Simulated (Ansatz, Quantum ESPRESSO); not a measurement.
**ErBi (Fm-3m): zone-centre phonons**

Wanted: the vibrations of ErBi (Fm-3m) at Γ, by two programs.

Main program and level: Quantum ESPRESSO 7.5; DFT PBEsol, scalar-relativistic, plane waves, PseudoDojo norm-conserving, 4f in core pseudopotentials.

### Step 1. Starting point

It takes space group Fm-3m (No. 225, cubic). Conventional cell: a = 6.186 Å, b = 6.186 Å, c = 6.186 Å, α = 90.00°, β = 90.00°, γ = 90.00°. Nearest to Er lie 6 Bi at 3.09 Å. Bi has 6 Er at 3.09 Å nearest. Farther neighbours are not listed.

### Step 2. A first look

A cheap run with smearing and empty bands tells whether the crystal has a gap, which decides between fixed occupations and smearing later on.

Contents of probe.in:

```
 &control
    calculation='scf',
    prefix='x',
    outdir='./tmp',
    pseudo_dir='./pseudo',
    tprnfor=.true.,
    tstress=.true.,
    verbosity='high',
 /
 &system
    ibrav=0,
    nat=2,
    ntyp=2,
    ecutwfc=58.0,
    input_dft='pbesol',
    occupations='smearing',
    smearing='gaussian',
    degauss=0.01,
 /
 &electrons
    conv_thr=1.0d-07,
    mixing_beta=0.7,
    electron_maxstep=100,
 /
ATOMIC_SPECIES
 Er    167.2590  Er.upf
 Bi    208.9804  Bi.upf
CELL_PARAMETERS angstrom
    -3.093000000    0.000000000    3.093000000
     0.000000000    3.093000000    3.093000000
    -3.093000000    3.093000000    0.000000000
ATOMIC_POSITIONS crystal
 Er     0.500000000   0.500000000   0.500000000
 Bi     0.000000000   0.000000000   0.000000000
K_POINTS automatic
 6 6 6 0 0 0
```

Launch:

```console
$ OMP_NUM_THREADS=1 mpirun -n 4 pw.x -nk 4 -in probe.in > probe.out
```

The program printed:

```text
[banners, grids, parts of the stress and lines that vanish by symmetry left out]
Program PWSCF v.7.5
     IMPORTANT: XC functional enforced from input :
     Exchange-correlation= PBESOL
                           (   1   4  10   8   0   0   0)
[...]
kinetic-energy cutoff     =      58.0000  Ry
     charge density cutoff     =     232.0000  Ry
     scf convergence threshold =      1.0E-07
[...]
Exchange-correlation= PBESOL
                           (   1   4  10   8   0   0   0)
[...]
48 Sym. Ops., with inversion, found
[...]
(     0          1          0      )
                  (     0          0          1      )
[...]
(  0.0000000  1.0000000  0.0000000 )
                  ( -0.0000000 -0.0000000  1.0000000 )
[...]
(     1          0         -1      )
[...]
( -0.0000000 -1.0000000 -0.0000000 )
[...]
(     0          1         -1      )
                  (     0          1          0      )
[...]
( -1.0000000  0.0000000  0.0000000 )
                  (  0.0000000  1.0000000 -0.0000000 )
[...]
number of k points=    16  Gaussian smearing, width (Ry)=  0.0100
[...]
End of self-consistent calculation
[...]
the Fermi energy is    11.1315 ev
!    total energy              =    -254.06100393 Ry
[...]
convergence has been achieved in   6 iterations
[...]
atom    1 type  1   force =     0.00000000   -0.00000000   -0.00000000
     atom    2 type  2   force =    -0.00000000   -0.00000000   -0.00000000
[...]
Total force =     0.000000     Total SCF correction =     0.000000
[...]
total   stress  (Ry/bohr**3)                   (kbar)     P=       -6.33
[...]
XML data file, charge density, pseudopotentials, collected wavefunctions

   JOB DONE.
```

Wall time 3.7 s (4 MPI ranks of Arm Neoverse V2, shared host); 14 s of CPU time.

Read from the output:

* volume per atom: 29.59 Å³
* pressure: -0.633 GPa
* gap on the k-mesh: 0 eV

No gap opens on this mesh, so smearing is kept; the start stands at -0.63 GPa.

### Step 3. Relaxing the cell and atoms

Frequencies change by per cents with a per cent of volume, so the structure is first brought to rest at this level of theory.

Contents of relax.in:

```
 &control
    calculation='vc-relax',
    prefix='x',
    outdir='./tmp',
    pseudo_dir='./pseudo',
    tprnfor=.true.,
    tstress=.true.,
    forc_conv_thr=2.0d-05,
    etot_conv_thr=1.0d-07,
    nstep=40,
 /
 &system
    ibrav=0,
    nat=2,
    ntyp=2,
    ecutwfc=58.0,
    input_dft='pbesol',
    occupations='smearing',
    smearing='mv',
    degauss=0.02,
 /
 &electrons
    conv_thr=1.0d-11,
    mixing_beta=0.7,
    electron_maxstep=100,
 /
 &ions
 /
 &cell
    press_conv_thr=0.1,
 /
ATOMIC_SPECIES
 Er    167.2590  Er.upf
 Bi    208.9804  Bi.upf
CELL_PARAMETERS angstrom
    -3.093000000    0.000000000    3.093000000
     0.000000000    3.093000000    3.093000000
    -3.093000000    3.093000000    0.000000000
ATOMIC_POSITIONS crystal
 Er     0.500000000   0.500000000   0.500000000
 Bi     0.000000000   0.000000000   0.000000000
K_POINTS automatic
 8 8 8 0 0 0
```

Launch:

```console
$ OMP_NUM_THREADS=1 mpirun -n 4 pw.x -nk 4 -in relax.in > relax.out
```

The program printed:

```text
[banners, grids, parts of the stress and lines that vanish by symmetry left out]
[banner, memory and clock lines left out]
Program PWSCF v.7.5

[...]
Exchange-correlation= PBESOL
                           (   1   4  10   8   0   0   0)
[...]
kinetic-energy cutoff     =      58.0000  Ry
     charge density cutoff     =     232.0000  Ry
     scf convergence threshold =      1.0E-11
[...]
energy convergence thresh.=      1.0E-07
     force convergence thresh. =      2.0E-05
     press convergence thresh. =      1.0E-01
     Exchange-correlation= PBESOL
                           (   1   4  10   8   0   0   0)
[...]
48 Sym. Ops., with inversion, found
[...]
number of k points=    29  Marzari-Vanderbilt smearing, width (Ry)=  0.0200
[...]
End of self-consistent calculation
[...]
the Fermi energy is    11.3492 ev
!    total energy              =    -254.06154719 Ry
[...]
convergence has been achieved in   9 iterations
[...]
atom    1 type  1   force =     0.00000000    0.00000000    0.00000000
     atom    2 type  2   force =     0.00000000    0.00000000    0.00000000
     Total force =     0.000000     Total SCF correction =     0.000000
[...]
total   stress  (Ry/bohr**3)                   (kbar)     P=       -6.38
[...]
number of bfgs steps    =   0
[...]
CELL_PARAMETERS (angstrom)
[...]
ATOMIC_POSITIONS (crystal)
Er               0.5000000000        0.5000000000        0.5000000000
Bi              -0.0000000000        0.0000000000       -0.0000000000
[...]
New effective cutoffs (rho, wfc):  232.49   58.12
[...]
End of self-consistent calculation
[...]
the Fermi energy is    11.3950 ev
!    total energy              =    -254.06159401 Ry
[...]
convergence has been achieved in   5 iterations
[...]
atom    1 type  1   force =     0.00000000    0.00000000    0.00000000
     atom    2 type  2   force =    -0.00000000   -0.00000000   -0.00000000
     Total force =     0.000000     Total SCF correction =     0.000000
[...]
total   stress  (Ry/bohr**3)                   (kbar)     P=       -4.24
[...]
number of bfgs steps    =   1
[...]
CELL_PARAMETERS (angstrom)
[...]
ATOMIC_POSITIONS (crystal)
Er               0.5000000000        0.5000000000        0.5000000000
Bi               0.0000000000       -0.0000000000        0.0000000000
[...]
New effective cutoffs (rho, wfc):  233.25   58.31
[...]
End of self-consistent calculation
[...]
the Fermi energy is    11.4641 ev
!    total energy              =    -254.06162853 Ry
[...]
convergence has been achieved in   8 iterations
[...]
atom    1 type  1   force =    -0.00000000   -0.00000000    0.00000000
     atom    2 type  2   force =    -0.00000000   -0.00000000    0.00000000
     Total force =     0.000000     Total SCF correction =     0.000000
[...]
total   stress  (Ry/bohr**3)                   (kbar)     P=       -0.98
[...]
number of bfgs steps    =   2
[...]
CELL_PARAMETERS (angstrom)
[...]
ATOMIC_POSITIONS (crystal)
[...]
New effective cutoffs (rho, wfc):  233.47   58.37
[...]
End of self-consistent calculation
[...]
the Fermi energy is    11.4849 ev
!    total energy              =    -254.06163047 Ry
[...]
convergence has been achieved in   7 iterations
[...]
atom    1 type  1   force =    -0.00000000    0.00000000    0.00000000
     atom    2 type  2   force =    -0.00000000    0.00000000   -0.00000000
     Total force =     0.000000     Total SCF correction =     0.000000
[...]
total   stress  (Ry/bohr**3)                   (kbar)     P=        0.01
[...]
number of bfgs steps    =   3
[...]
small trust_radius: resetting bfgs history
[...]
CELL_PARAMETERS (angstrom)
[...]
ATOMIC_POSITIONS (crystal)
[...]
New effective cutoffs (rho, wfc):  233.47   58.37
[...]
End of self-consistent calculation
[...]
the Fermi energy is    11.4849 ev
!    total energy              =    -254.06163047 Ry
[...]
convergence has been achieved in   3 iterations
[...]
atom    1 type  1   force =    -0.00000000   -0.00000000   -0.00000000
     atom    2 type  2   force =    -0.00000000    0.00000000   -0.00000000
     Total force =     0.000000     Total SCF correction =     0.000000
[...]
total   stress  (Ry/bohr**3)                   (kbar)     P=        0.00
[...]
bfgs converged in   5 scf cycles and   4 bfgs steps
[...]
End of BFGS Geometry Optimization
     Final enthalpy           =    -254.0616304671 Ry
     File ./tmp/x.bfgs deleted, as requested
[...]
CELL_PARAMETERS (angstrom)
[...]
ATOMIC_POSITIONS (crystal)
Er               0.5000000000        0.5000000000        0.5000000000
Bi               0.0000000000       -0.0000000000        0.0000000000
[...]
Final scf calculation at the relaxed structure.
[...]
kinetic-energy cutoff     =      58.0000  Ry
     charge density cutoff     =     232.0000  Ry
     scf convergence threshold =      1.0E-13
[...]
press convergence thresh. =      1.0E-01
     Exchange-correlation= PBESOL
                           (   1   4  10   8   0   0   0)
[...]
48 Sym. Ops., with inversion, found
[...]
number of k points=    29  Marzari-Vanderbilt smearing, width (Ry)=  0.0200
[...]
c_bands:  1 eigenvalues not converged
[...]
End of self-consistent calculation
[...]
the Fermi energy is    11.4849 ev
!    total energy              =    -254.06151610 Ry
[...]
convergence has been achieved in  11 iterations
[...]
atom    1 type  1   force =     0.00000000    0.00000000   -0.00000000
     atom    2 type  2   force =    -0.00000000   -0.00000000    0.00000000
     Total force =     0.000000     Total SCF correction =     0.000000
[...]
total   stress  (Ry/bohr**3)                   (kbar)     P=       -0.50
[...]
XML data file, charge density, pseudopotentials, collected wavefunctions
```

It took 35 s on 4 MPI ranks.

The steps of the relaxation:

```csv
step,energy less that of the first step (eV),largest force (eV/Å),pressure (GPa),volume (Å³)
1,0.0000,0.0000,-0.64,59.18
2,-0.0006,0.0000,-0.42,58.99
3,-0.0011,0.0000,-0.10,58.70
4,-0.0011,0.0000,0.00,58.61
5,-0.0011,0.0000,0.00,58.61
6,0.0004,0.0000,-0.05,58.61
```

| conventional cell, symmetrised | before | after | change |
| --- | --- | --- | --- |
| a (Å) | 6.186 | 6.166 | -0.3 % |
| b (Å) | 6.186 | 6.166 | -0.3 % |
| c (Å) | 6.186 | 6.166 | -0.3 % |
| volume (Å³/atom) | 29.59 | 29.31 | -1.0 % |

Final coordinates:

```
Er Bi
1.0
    -3.08311    0.00000    3.08311
     0.00000    3.08311    3.08311
    -3.08311    3.08311    0.00000
Er Bi
1 1
Direct
  0.50000 0.50000 0.50000
  0.00000 0.00000 0.00000
```

The last row of the table of steps is pw.x's closing run on a basis chosen anew for the final cell, so its energy can jump.

This step gave:

| Quantity | Value |
| --- | --- |
| volume per atom | 29.31 Å³ |
| pressure | -0.05000 GPa |

The volume changes by -1.0 % from the cell with which this run began.

### Step 4. Self-consistent run for the response

The response is built on this ground state, so it is converged far tighter than an energy would need. Smearing stays on, as the first look found no gap above 0.3 eV.

Contents of scf.in:

```
 &control
    calculation='scf',
    prefix='x',
    outdir='./tmp',
    pseudo_dir='./pseudo',
    tprnfor=.true.,
    tstress=.true.,
 /
 &system
    ibrav=0,
    nat=2,
    ntyp=2,
    ecutwfc=58.0,
    input_dft='pbesol',
    occupations='smearing',
    smearing='mv',
    degauss=0.02,
 /
 &electrons
    conv_thr=1.0d-12,
    mixing_beta=0.7,
    electron_maxstep=100,
 /
ATOMIC_SPECIES
 Er    167.2590  Er.upf
 Bi    208.9804  Bi.upf
CELL_PARAMETERS angstrom
    -3.083111025    0.000000000    3.083111025
     0.000000000    3.083111025    3.083111025
    -3.083111025    3.083111025    0.000000000
ATOMIC_POSITIONS crystal
 Er     0.500000000   0.500000000   0.500000000
 Bi     0.000000000   0.000000000   0.000000000
K_POINTS automatic
 8 8 8 0 0 0
```

Launch:

```console
$ OMP_NUM_THREADS=1 mpirun -n 4 pw.x -nk 4 -in scf.in > scf.out
```

The program printed:

```text
[banners, grids, parts of the stress and lines that vanish by symmetry left out]
[banner, memory and clock lines left out]
Program PWSCF v.7.5

[...]
Exchange-correlation= PBESOL
                           (   1   4  10   8   0   0   0)
[...]
kinetic-energy cutoff     =      58.0000  Ry
     charge density cutoff     =     232.0000  Ry
     scf convergence threshold =      1.0E-12
[...]
Exchange-correlation= PBESOL
                           (   1   4  10   8   0   0   0)
[...]
48 Sym. Ops., with inversion, found
[...]
number of k points=    29  Marzari-Vanderbilt smearing, width (Ry)=  0.0200
[...]
End of self-consistent calculation
[...]
the Fermi energy is    11.4849 ev
!    total energy              =    -254.06151610 Ry
[...]
convergence has been achieved in  10 iterations
[...]
atom    1 type  1   force =     0.00000000    0.00000000    0.00000000
     atom    2 type  2   force =    -0.00000000   -0.00000000    0.00000000
     Total force =     0.000000     Total SCF correction =     0.000000
[...]
total   stress  (Ry/bohr**3)                   (kbar)     P=       -0.50
[...]
XML data file, charge density, pseudopotentials, collected wavefunctions
```

The job ended after 6.6 s (4 MPI ranks).

The cell stands at -0.050 GPa, close enough for phonons.

### Step 5. Zone-centre response

At q = 0 one unit cell holds all displacements; symmetry groups them into irreducible representations that are solved one by one. With smeared occupations no response to a homogeneous field can be asked.

Contents of ph.in:

```
phonons
 &inputph
    prefix='x',
    outdir='./tmp',
    fildyn='g.dyn',
    tr2_ph=1.0d-18,
    alpha_mix(1)=0.4,
    nmix_ph=8,
 /
0.000000000 0.000000000 0.000000000
```

Launch:

```console
$ OMP_NUM_THREADS=1 mpirun -n 4 ph.x -nk 4 -in ph.in > ph.out
```

The program printed:

```text
[banners, grids, parts of the stress and lines that vanish by symmetry left out]
[banner, memory and clock lines left out]
Program PHONON v.7.5

     ./tmp/x.save/

     IMPORTANT: XC functional enforced from input :
     Exchange-correlation= PBESOL
                           (   1   4  10   8   0   0   0)
     Any further DFT definition will be discarded
     Please, verify this is what you really want

     G-vector sticks info

     Reading collected, re-writing distributed wavefunctions in ./tmp/

     Number and degeneracy of irreps per q-point
       N         xq(1)         xq(2)         xq(3)   N irreps
       1   0.000000000   0.000000000   0.000000000       2
        3   3

     Calculation of q =    0.0000000   0.0000000   0.0000000

     phonons

     bravais-lattice index     =            0
     lattice parameter (alat)  =       8.2395  a.u.
     unit-cell volume          =     395.5434 (a.u.)^3
     number of atoms/cell      =            2
     number of atomic types    =            2
     kinetic-energy cut-off    =      58.0000  Ry
     charge density cut-off    =     232.0000  Ry
     convergence threshold     =      1.0E-18
     beta                      =       0.4000
     number of iterations used =            8
     Exchange-correlation= PBESOL
                           (   1   4  10   8   0   0   0)

     celldm(1)=    8.23954  celldm(2)=    0.00000  celldm(3)=    0.00000
     celldm(4)=    0.00000  celldm(5)=    0.00000  celldm(6)=    0.00000

     crystal axes: (cart. coord. in units of alat)
               a(1) = ( -0.7071  0.0000  0.7071 )
               a(2) = (  0.0000  0.7071  0.7071 )
               a(3) = ( -0.7071  0.7071  0.0000 )

     reciprocal axes: (cart. coord. in units 2 pi/alat)
               b(1) = ( -0.7071 -0.7071  0.7071 )
               b(2) = (  0.7071  0.7071  0.7071 )
               b(3) = ( -0.7071  0.7071 -0.7071 )

     Atoms inside the unit cell:

     Cartesian axes

     site n.  atom      mass           positions (alat units)
        1  Er    167.2590   tau(    1) = (   -0.70711    0.70711    0.70711  )
        2  Bi    208.9804   tau(    2) = (    0.00000    0.00000    0.00000  )

     Computing dynamical matrix for
                    q = (   0.0000000   0.0000000   0.0000000 )

     49 Sym.Ops. (with q -> -q+G )

     G cutoff =  398.9645  (  23505 G-vectors)     FFT grid: ( 40, 40, 40)

     number of k points=    29  Marzari-Vanderbilt smearing, width (Ry)=  0.0200
                       cart. coord. in units 2pi/alat
        k(    1) = (   0.0000000   0.0000000   0.0000000), wk =   0.0039062
        k(    2) = (  -0.0883883   0.0883883  -0.0883883), wk =   0.0312500
        k(    3) = (  -0.1767767   0.1767767  -0.1767767), wk =   0.0312500
        [... further k-points left out ...]

     PseudoPot. # 1 for Er read from file:
     ./pseudo/Er.upf
     Pseudo is Norm-conserving + core correction, Zval = 11.0
     Using radial grid of 1906 points,  7 beta functions with:
                l(1) =   0
                l(2) =   0
                l(3) =   1
                l(4) =   1
                l(5) =   2
                l(6) =   2
                l(7) =   3

     PseudoPot. # 2 for Bi read from file:
     ./pseudo/Bi.upf
     Pseudo is Norm-conserving + core correction, Zval = 15.0
     Using radial grid of 1472 points,  6 beta functions with:
                l(1) =   0
                l(2) =   0
                l(3) =   1
                l(4) =   1
                l(5) =   2
                l(6) =   2

     Mode symmetry, O_h (m-3m)  point group:

     Atomic displacements:
     There are    2 irreducible representations

     Representation     1      3 modes -  To be done

     Representation     2      3 modes -  To be done

     Alpha used in Ewald sum =   2.2000

     Representation #   1 modes #   1   2   3

     Self-consistent Calculation
      thresh= 1.000E-02 alpha_mix =  0.400 |ddv_scf|^2 =  2.810E-06
      thresh= 1.676E-04 alpha_mix =  0.400 |ddv_scf|^2 =  3.212E-08
      thresh= 1.792E-05 alpha_mix =  0.400 |ddv_scf|^2 =  1.921E-09
      thresh= 4.383E-06 alpha_mix =  0.400 |ddv_scf|^2 =  9.576E-11
      thresh= 9.786E-07 alpha_mix =  0.400 |ddv_scf|^2 =  4.947E-12
      thresh= 2.224E-07 alpha_mix =  0.400 |ddv_scf|^2 =  8.687E-14
      thresh= 2.947E-08 alpha_mix =  0.400 |ddv_scf|^2 =  1.587E-14
      thresh= 1.260E-08 alpha_mix =  0.400 |ddv_scf|^2 =  1.171E-16
      thresh= 1.082E-09 alpha_mix =  0.400 |ddv_scf|^2 =  1.832E-18
      thresh= 1.354E-10 alpha_mix =  0.400 |ddv_scf|^2 =  2.514E-19

     End of self-consistent calculation

     Convergence has been achieved

     Representation #   2 modes #   4   5   6

     Self-consistent Calculation
      thresh= 1.000E-02 alpha_mix =  0.400 |ddv_scf|^2 =  7.931E-07
      thresh= 8.906E-05 alpha_mix =  0.400 |ddv_scf|^2 =  4.315E-08
      thresh= 2.077E-05 alpha_mix =  0.400 |ddv_scf|^2 =  1.027E-09
      thresh= 3.205E-06 alpha_mix =  0.400 |ddv_scf|^2 =  1.056E-10
      thresh= 1.028E-06 alpha_mix =  0.400 |ddv_scf|^2 =  1.744E-12
      thresh= 1.321E-07 alpha_mix =  0.400 |ddv_scf|^2 =  3.344E-14
      thresh= 1.829E-08 alpha_mix =  0.400 |ddv_scf|^2 =  3.732E-15
      thresh= 6.109E-09 alpha_mix =  0.400 |ddv_scf|^2 =  4.422E-17
      thresh= 6.650E-10 alpha_mix =  0.400 |ddv_scf|^2 =  7.994E-19

     End of self-consistent calculation

     Convergence has been achieved

     Number of q in the star =    1
     List of q in the star:
          1   0.000000000   0.000000000   0.000000000

     Diagonalizing the dynamical matrix

     q = (    0.000000000   0.000000000   0.000000000 )

 **************************************************************************
     freq (    1) =      -0.139938 [THz] =      -4.667818 [cm-1]
     freq (    2) =      -0.139938 [THz] =      -4.667818 [cm-1]
     freq (    3) =      -0.139938 [THz] =      -4.667818 [cm-1]
     freq (    4) =       3.724806 [THz] =     124.246160 [cm-1]
     freq (    5) =       3.724806 [THz] =     124.246160 [cm-1]
     freq (    6) =       3.724806 [THz] =     124.246160 [cm-1]
 **************************************************************************

     Mode symmetry, O_h (m-3m)  point group:

     freq (   1-   3) =         -4.7  [cm-1]   --> T_1u G_15  G_4- I
     freq (   4-   6) =        124.2  [cm-1]   --> T_1u G_15  G_4- I
```

Elapsed: 82 s, on 4 MPI ranks.

Read from the output:

```
largest acoustic frequency at the zone centre before the sum rule : -4.67 cm⁻¹
highest optical zone-centre mode (no LO-TO term)                  : 124.2 cm⁻¹
lowest optical zone-centre mode                                   : 124.2 cm⁻¹
```

The acoustic modes at Γ come out as far as 4.7 cm⁻¹ from zero, where they should vanish, a small numerical error.

(Part 1 of 2 ends here.)

[Host names and launcher messages were left out of these logs when they were recorded.]

[Logs are printed without paths, hosts, clocks, repeated set-up lines and the standing remarks that a program may print on its own settings, such as how far it seeks lower states.]

[Hosts, paths, dates, database ids (printed as entryN), source tags and the programs' standing remarks are cut or masked in the printed files.]
